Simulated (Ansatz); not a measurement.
The compound is RbMoF3 (cubic perovskite) (Pm-3m).

The structure was built from a prototype and need not be the compound's stable phase.

```
Rb Mo F
1.0
    -4.15682    0.00000    0.00000
     0.00000    0.00000   -4.15682
     0.00000   -4.15682    0.00000
Rb Mo F
1 1 3
Direct
  0.00000 0.00000 0.00000
  0.50000 0.50000 0.50000
  0.50000 0.50000 0.00000
  0.50000 0.00000 0.50000
  0.00000 0.50000 0.50000
```

The structure was relaxed with LDA. The structure type comes from a generator and need not be one that this composition takes. The structure was generated from a model, not taken from a measurement. The runs that relaxed it are not among those shown. The program's search for lower electronic states was switched off, so nothing shows that the state found is the lowest. PAW set soft_2, made with PBE.

A constrained-RPA run (Ansatz 0.2.0; non-magnetic LDA; Mo t2g + anion p, bands v11 to c1, 4×4×4 mesh, medium accuracy) builds 12 functions on bands 11 eV wide, with 22.0 electrons in the window. The bare on-site interaction is 13.7 eV and the bare J 0.57 eV.

Q: What U and J survive the screening?

On the Mo t2g shell, U = 5.39 eV (39 % of the bare value), U′ = 4.55 eV, J = 0.40 eV.

The parent state is non-magnetic and the interaction static (zero frequency); U depends on the window and the orbitals, so it belongs to this model alone. A window that holds the anion p bands defines a model with explicit ligands; its U belongs to that model and is not the U of DFT+U.

[Paths, hosts, dates, memory and timing lines, banners, echoed tables and standing remarks are left out of the program output.]

[Logs are printed without paths, hosts, clocks, repeated set-up lines and the standing remarks that a program may print on its own settings, such as how far it seeks lower states.]

[Runs of the session that timed out or met a known fault of the program may be left out.]

[Hosts, paths, dates, database ids (printed as entryN), source tags and the programs' standing remarks are cut or masked in the printed files.]
